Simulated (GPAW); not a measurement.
# Optical response of BaTiO3

Wanted: where BaTiO3 starts to absorb, how strongly, and its refractive index.

Main program and level: GPAW 26.7.0; DFT, LDA, plane-wave PAW (GPAW data sets), scalar-relativistic, RPA, optical limit.

### Step 1. The starting structure

Symmetry: Pm-3m, No. 221, cubic system. The conventional cell has a = 4.006 Å, b = 4.006 Å, c = 4.006 Å, α = 90.00°, β = 90.00°, γ = 90.00°. Nearest to Ba lie 12 O at 2.83 Å. Nearest to Ti lie 6 O at 2.00 Å. O has 2 Ti at 2.00 Å and 4 Ba at 2.83 Å nearest. Farther neighbours and most contacts between anions are not listed.

### Step 2. Ground state

First the ground state: is it a metal or has it a gap?

This step: DFT, LDA, plane-wave PAW (GPAW data sets), scalar-relativistic, ground state (GPAW 26.7.0).

File gs.py:

```python
from ase import Atoms
from ase.dft.bandgap import bandgap
from gpaw import GPAW, PW, FermiDirac

atoms = Atoms(['Ba', 'Ti', 'O', 'O', 'O'],
              cell=[[4.006000000000, 0.000000000000, 0.000000000000],
                    [0.000000000000, 4.006000000000, 0.000000000000],
                    [0.000000000000, 0.000000000000, 4.006000000000]],
              scaled_positions=[[0.500000000000, 0.500000000000, 0.500000000000],
                                [0.000000000000, 0.000000000000, 0.000000000000],
                                [0.000000000000, 0.000000000000, 0.500000000000],
                                [0.000000000000, 0.500000000000, 0.000000000000],
                                [0.500000000000, 0.000000000000, 0.000000000000]],
              pbc=[True, True, True])
atoms.calc = GPAW(mode=PW(500), xc='LDA', kpts={'size': (6, 6, 6), 'gamma': True},
                  occupations=FermiDirac(0.05), maxiter=150, txt='gs.txt')
print('energy (eV)', atoms.get_potential_energy())
print('Fermi level (eV)', atoms.calc.get_fermi_level())
print('valence electrons', atoms.calc.get_number_of_electrons())
print('gap (eV)', bandgap(atoms.calc, output=None)[0])
print('direct gap (eV)', bandgap(atoms.calc, direct=True, output=None)[0])
atoms.calc.write('gs.gpw')
```

The run is started by

```
OMP_NUM_THREADS=1 python gs.py
```

Numbers of over 12 decimals in the logs are rounded to 6 here.

Log:

```text
__  _  _
 | _ |_)|_||  |
 |__||  | ||/\| - 26.7.0

Versions:
  Python: 3.12.14
  ASE:    3.29.0
  Numpy:  2.5.5
  Scipy:  1.18.1
  Libxc:  7.0.0

Input parameters:
  mode=PW(ecut=500.0),
  kpts=MonkhorstPack(size=(6, 6, 6), gamma=True),
  maxiter=150,
  occupations=Occupations(name='fermi-dirac', width=0.05, fixmagmom=False),
  xc=XC(name='LDA')

Diagonalizing LCAO Hamiltonian
Converting LCAO to pw mode
   .---------.
  /|         |
 * |         |
 | |   Ba    |
 O |         |
 | .---------.
 |/         /
 Ti---O----*

Atoms  # Å, Bohr magnetons
|   | symbol |        x |        y |        z |    initial magnetic moments |
| 0 |     Ba | 2.003000 | 2.003000 | 2.003000 | ( 0.0000,  0.0000,  0.0000) |
| 1 |     Ti | 0.000000 | 0.000000 | 0.000000 | ( 0.0000,  0.0000,  0.0000) |
| 2 |      O | 0.000000 | 0.000000 | 2.003000 | ( 0.0000,  0.0000,  0.0000) |
| 3 |      O | 0.000000 | 2.003000 | 0.000000 | ( 0.0000,  0.0000,  0.0000) |
| 4 |      O | 2.003000 | 0.000000 | 0.000000 | ( 0.0000,  0.0000,  0.0000) |

Unit cell  # Å
| periodic |        x |        y |        z |  lengths |    angles |
|      yes | 4.006000 | 0.000000 | 0.000000 | 4.006000 | 90.000000 |
|      yes | 0.000000 | 4.006000 | 0.000000 | 4.006000 | 90.000000 |
|      yes | 0.000000 | 0.000000 | 4.006000 | 4.006000 | 90.000000 |

Number of symmetries: 48
Symmetry operations  # r_c * U_cc + t_c -> r_c
|    | kind |            matrix            |
|  0 |  E   |  1, 0, 0,  0, 1, 0,  0, 0, 1 |
|  1 |  σ   |  1, 0, 0,  0, 1, 0,  0, 0,-1 |
|  2 |  σ   |  1, 0, 0,  0, 0, 1,  0, 1, 0 |
|  3 |  C4  |  1, 0, 0,  0, 0, 1,  0,-1, 0 |
|  4 |  C4  |  1, 0, 0,  0, 0,-1,  0, 1, 0 |
|  5 |  σ   |  1, 0, 0,  0, 0,-1,  0,-1, 0 |
|  6 |  σ   |  1, 0, 0,  0,-1, 0,  0, 0, 1 |
|  7 |  C2  |  1, 0, 0,  0,-1, 0,  0, 0,-1 |
|  8 |  σ   |  0, 1, 0,  1, 0, 0,  0, 0, 1 |
|  9 |  C2  |  0, 1, 0,  1, 0, 0,  0, 0,-1 |
| 10 |  C3  |  0, 1, 0,  0, 0, 1,  1, 0, 0 |
| 11 |  S6  |  0, 1, 0,  0, 0, 1, -1, 0, 0 |
| 12 |  S6  |  0, 1, 0,  0, 0,-1,  1, 0, 0 |
| 13 |  C3  |  0, 1, 0,  0, 0,-1, -1, 0, 0 |
| 14 |  C4  |  0, 1, 0, -1, 0, 0,  0, 0, 1 |
| 15 |  S4  |  0, 1, 0, -1, 0, 0,  0, 0,-1 |
| 16 |  C3  |  0, 0, 1,  1, 0, 0,  0, 1, 0 |
| 17 |  S6  |  0, 0, 1,  1, 0, 0,  0,-1, 0 |
| 18 |  σ   |  0, 0, 1,  0, 1, 0,  1, 0, 0 |
| 19 |  C4  |  0, 0, 1,  0, 1, 0, -1, 0, 0 |
| 20 |  C2  |  0, 0, 1,  0,-1, 0,  1, 0, 0 |
| 21 |  S4  |  0, 0, 1,  0,-1, 0, -1, 0, 0 |
| 22 |  S6  |  0, 0, 1, -1, 0, 0,  0, 1, 0 |
| 23 |  C3  |  0, 0, 1, -1, 0, 0,  0,-1, 0 |
| 24 |  S6  |  0, 0,-1,  1, 0, 0,  0, 1, 0 |
| 25 |  C3  |  0, 0,-1,  1, 0, 0,  0,-1, 0 |
| 26 |  C4  |  0, 0,-1,  0, 1, 0,  1, 0, 0 |
| 27 |  σ   |  0, 0,-1,  0, 1, 0, -1, 0, 0 |
| 28 |  S4  |  0, 0,-1,  0,-1, 0,  1, 0, 0 |
| 29 |  C2  |  0, 0,-1,  0,-1, 0, -1, 0, 0 |
| 30 |  C3  |  0, 0,-1, -1, 0, 0,  0, 1, 0 |
| 31 |  S6  |  0, 0,-1, -1, 0, 0,  0,-1, 0 |
| 32 |  C4  |  0,-1, 0,  1, 0, 0,  0, 0, 1 |
| 33 |  S4  |  0,-1, 0,  1, 0, 0,  0, 0,-1 |
| 34 |  S6  |  0,-1, 0,  0, 0, 1,  1, 0, 0 |
| 35 |  C3  |  0,-1, 0,  0, 0, 1, -1, 0, 0 |
| 36 |  C3  |  0,-1, 0,  0, 0,-1,  1, 0, 0 |
| 37 |  S6  |  0,-1, 0,  0, 0,-1, -1, 0, 0 |
| 38 |  σ   |  0,-1, 0, -1, 0, 0,  0, 0, 1 |
| 39 |  C2  |  0,-1, 0, -1, 0, 0,  0, 0,-1 |
| 40 |  σ   | -1, 0, 0,  0, 1, 0,  0, 0, 1 |
| 41 |  C2  | -1, 0, 0,  0, 1, 0,  0, 0,-1 |
| 42 |  C2  | -1, 0, 0,  0, 0, 1,  0, 1, 0 |
| 43 |  S4  | -1, 0, 0,  0, 0, 1,  0,-1, 0 |
| 44 |  S4  | -1, 0, 0,  0, 0,-1,  0, 1, 0 |
| 45 |  C2  | -1, 0, 0,  0, 0,-1,  0,-1, 0 |
| 46 |  C2  | -1, 0, 0,  0,-1, 0,  0, 0, 1 |
| 47 |  i   | -1, 0, 0,  0,-1, 0,  0, 0,-1 |

BZ-sampling:
  Number of BZ points: 216
  Number of IBZ points: 20

  Monkhorst-Pack size: [6, 6, 6]
  Monkhorst-Pack shift: [0.083333, 0.083333, 0.083333]

K-points  # in reciprocal-cell coordinates
|     |                                coordinates |     weight |
|   0 | (  0.00000000,   0.00000000,   0.00000000) | 0.00462963 |
|   1 | (  0.16666667,   0.00000000,   0.00000000) | 0.02777778 |
|   2 | (  0.16666667,   0.16666667,   0.00000000) | 0.05555556 |
|   3 | (  0.16666667,   0.16666667,   0.16666667) | 0.03703704 |
|   4 | (  0.33333333,   0.00000000,   0.00000000) | 0.02777778 |
|   5 | (  0.33333333,   0.16666667,   0.00000000) | 0.11111111 |
|   6 | (  0.33333333,   0.16666667,   0.16666667) | 0.11111111 |
|   7 | (  0.33333333,   0.33333333,   0.00000000) | 0.05555556 |
|   8 | (  0.33333333,   0.33333333,   0.16666667) | 0.11111111 |
|   9 | (  0.33333333,   0.33333333,   0.33333333) | 0.03703704 |
| ... |                                            |            |
|  19 | (  0.50000000,   0.50000000,   0.50000000) | 0.00462963 |

Plane wave coefficients: 1654
Cutoff: 500.0 eV

Spin-components: 1 (collinear spins)
Bands:           28
Projectors:      27
Spin-degeneracy: 2
Datatype:        complex128

Parallelization:
  kpt:    1
  domain: 1
  band:   1

Density:
  Valence electrons: 40.0
  Components: 1
  Grid points: [21 21 21]
  Charge: 0.0  # |e|

Potential:
  Grid points: [21 21 21]

species:
  Ba:
    name:    Barium
    id:
    Z:       56.0
    valence: 10
    core:    46
    charge:  0.0  # [|e|]
    compensation charges:
      type: gauss
      rc: 0.37  # [Å]
      lmax: 2
    cutoffs:
      filter: 2.06  # [Å]
      core: 2.33  # [Å]
    projectors
    | kind |    occ | energy [eV] | rcut [Å] |
    |   5s |  2.000 |     -33.774 |    1.164 |
    |   6s |  2.000 |      -3.346 |    1.164 |
    |   5p |  6.000 |     -18.813 |    1.164 |
    |    p |        |       0.000 |    1.164 |
    |    d |        |       0.000 |    1.164 |
    |    d |        |      27.211 |    1.164 |

    Using partial waves for Ba as LCAO basis

  Ti:
    name:    Titanium
    id:
    Z:       22.0
    valence: 12
    core:    10
    charge:  0.0  # [|e|]
    compensation charges:
      type: gauss
      rc: 0.38  # [Å]
      lmax: 2
    cutoffs:
      filter: 2.23  # [Å]
      core: 1.02  # [Å]
    projectors
    | kind |    occ | energy [eV] | rcut [Å] |
    |   3s |  2.000 |     -62.257 |    1.270 |
    |   4s |  2.000 |      -4.593 |    1.270 |
    |   3p |  6.000 |     -38.791 |    1.058 |
    |   4p |  0.000 |      -1.536 |    1.058 |
    |   3d |  2.000 |      -4.463 |    1.058 |
    |    d |        |      22.748 |    1.058 |

    Using partial waves for Ti as LCAO basis

  O:
    name:    Oxygen
    id:
    Z:       8.0
    valence: 6
    core:    2
    charge:  0.0  # [|e|]
    compensation charges:
      type: gauss
      rc: 0.21  # [Å]
      lmax: 2
    cutoffs:
      filter: 1.17  # [Å]
      core: 0.83  # [Å]
    projectors
    | kind |    occ | energy [eV] | rcut [Å] |
    |   2s |  2.000 |     -23.752 |    0.688 |
    |   2p |  4.000 |      -9.195 |    0.598 |
    |    s |        |       3.459 |    0.688 |
    |    p |        |      18.016 |    0.598 |
    |    d |        |       0.000 |    0.619 |

    Using partial waves for O as LCAO basis

Reference energy: -250365.446817  # eV

eigensolver:
  PPCG
  Converge bands: occupied
  niter=2

density mixing:
  MSR1-Mixer
  Pratt-step length: 0.05
  Maximum mixing coefficient: 0.75
  Old densities: 10
  SVD Regularization: 0.005
  Good broyden scale: 1.0
  Trust region scale: 1.0
  Backstep threshold: 4.0
  History deletion threshold: 6.0
  Fourier metric: weight=20.0, sigma=0.015

occupation numbers:
  Fermi-Dirac:
    width: 0.0500  # eV

poisson solver:
  ecut: 4000.0  # eV

xc functional:
  name: None

convergence criteria:
- Maximum [total energy] change in last 3 cyles: 0.0005 eV / valence electron
- Maximum integral of absolute [dens]ity change: 0.0001 electrons / valence electron
- Maximum integral of absolute [eigenst]ate change: 4e-08 eV^2 / valence electron
maximum number of iterations: 150

SCF iterations
|iter     |      energy | eigst |  dens |
|iter:   1||  -47.466728 | -0.09 |       |
|iter:   2||  -45.811867 | -1.70 | -0.89 |
|iter:   3||  -42.712025 | -0.76 | -0.95 |
|iter:   4||  -42.457162 | -1.87 | -1.44 |
|iter:   5||  -42.395389 | -2.66 | -1.64 |
|iter:   6||  -42.390939 | -3.70 | -2.04 |
|iter:   7||  -42.390567c| -4.45 | -2.81 |
|iter:   8||  -42.390568c| -6.12 | -3.45 |
|iter:   9||  -42.390567c| -6.97 | -3.93 |
|iter:  10||  -42.390566c| -8.07c| -4.56c|

Converged in 10 steps
SCF loop duration: 14.305 s (1.430 s/step)
Energy contributions relative to reference atoms: (reference = -250365.446817)

Energy contributions:
  Kinetic:          28.258276
  Coulomb:         -30.650857
  Zero:              0.156272
  External:          0.000000
  Xc:              -40.154257
  Entropy:          -0.000000
  Spinorbit:         0.000000
  ----------------------------
  Free energy:     -42.390566
  Extrapolated:    -42.390566

dipole moment: (-35.473197, -35.473197, -35.473197)  # |e|*Ang

Fermi level: 8.129
Eigenvalues  # (at kpt = [0.000, 0.000, 0.000])
| band index |      eig [eV] | occ [0-2] |
|          0 |       -48.678 |     2.000 |
|        ... |               |           |
|         12 |         4.959 |     2.000 |
|         13 |         4.959 |     2.000 |
|         14 |         6.158 |     2.000 |
|         15 |         6.158 |     2.000 |
|         16 |         6.158 |     2.000 |
|         17 |         7.136 |     2.000 |
|         18 |         7.136 |     2.000 |
|         19 |         7.136 |     2.000 |
|         20 |         8.961 |     0.000 |
|         21 |         8.961 |     0.000 |
|         22 |         8.961 |     0.000 |
|         23 |        11.234 |     0.000 |
|         24 |        11.234 |     0.000 |
|         25 |        12.200 |     0.000 |
|         26 |        12.200 |     0.000 |
|         27 |        14.435 |     0.000 |

Gap: 1.692 eV
Transition (v -> c):
  (s=0, k=19, n=19, [0.50, 0.50, 0.50]) -> (s=0, k=0, n=20, [0.00, 0.00, 0.00])
Direct/indirect transitions are different
Direct gap: 1.825 eV
Transition at: (s=0, k=0, n=19, [0.00, 0.00, 0.00])

--- standard output ---
energy (eV) -42.390566
Fermi level (eV) 8.129129
valence electrons 40.0
gap (eV) 1.692037
direct gap (eV) 1.825307
```

It took 16 s on 1 thread of Arm Neoverse V2, shared host; peak memory 0.16 GiB.

Read-outs, printed or worked out from the files:

| Quantity | Value |
| --- | --- |
| energy | -42.39 eV |
| Fermi energy | 8.129 eV |
| gap on the k-mesh | 1.692 eV |
| direct gap on the mesh | 1.825 eV |
| electrons | 40 |

There is a gap, 1.69 eV on this mesh (points off the mesh can give less), so no carriers' term is needed.

### Step 3. Bands for the response

The response needs many more empty bands than the density does.

This step: DFT, LDA, plane-wave PAW (GPAW data sets), scalar-relativistic, bands at fixed density (GPAW 26.7.0).

File nscf.py:

```python
from ase.dft.bandgap import bandgap
from gpaw import GPAW, FermiDirac

calc = GPAW('gs.gpw').fixed_density(kpts={'size': (8, 8, 8), 'gamma': True}, nbands=57, convergence={'bands': 51},
                                    occupations=FermiDirac(0.001), txt='nscf.txt')
print('gap (eV)', bandgap(calc, output=None)[0])
print('direct gap (eV)', bandgap(calc, direct=True, output=None)[0])
print('top band over the Fermi level (eV)', min(calc.get_eigenvalues(kpt=k)[50] for k in range(len(calc.get_ibz_k_points()))) - calc.get_fermi_level())
calc.write('full.gpw', mode='all')
```

The run is started by

```
OMP_NUM_THREADS=1 python nscf.py
```

Log:

```text
Diagonalizing LCAO Hamiltonian
Converting LCAO to pw mode
convergence criteria:
- Maximum integral of absolute [eigenst]ate change: 4e-08 eV^2 / valence electron
maximum number of iterations: 150

SCF iterations
|iter     |      energy | eigst |  dens |
|iter:   1||             | +3.24 |       |
|iter:   2||             | +2.06 |       |
|iter:   3||             | +0.91 |       |
|iter:   4||             | -0.40 |       |
|iter:   5||             | -1.32 |       |
|iter:   6||             | -2.41 |       |
|iter:   7||             | -3.29 |       |
|iter:   8||             | -4.34 |       |
|iter:   9||             | -5.21 |       |
|iter:  10||             | -6.22 |       |
|iter:  11||             | -7.00 |       |
|iter:  12||             | -7.52c|       |
SCF steps: 12
  __  _  _
 | _ |_)|_||  |
 |__||  | ||/\| - 26.7.0

Versions:
  Python: 3.12.14
  ASE:    3.29.0
  Numpy:  2.5.5
  Scipy:  1.18.1
  Libxc:  7.0.0

Input parameters:
  mode=PW(ecut=500.0),
  convergence={'bands': 51},
  gpts=array([21, 21, 21]),
  kpts=MonkhorstPack(size=(8, 8, 8), gamma=True),
  maxiter=150,
  nbands=57,
  occupations=Occupations(name='fermi-dirac', width=0.001, fixmagmom=False),
  parallel={},
  xc=XC(name='LDA')

--- standard output ---
gap (eV) 1.692037
direct gap (eV) 1.825307
top band over the Fermi level (eV) 27.360276
```

The job ended after 59 s (1 thread; peak memory 0.23 GiB).

(Continued in part 2 of 2.)

[Machine, clock and banner lines and Python warnings are left out of the logs.]

[Logs are printed without paths, hosts, clocks, repeated set-up lines and the standing remarks that a program may print on its own settings, such as how far it seeks lower states.]

[Hosts, paths, dates, database ids (printed as entryN), source tags and the programs' standing remarks are cut or masked in the printed files.]
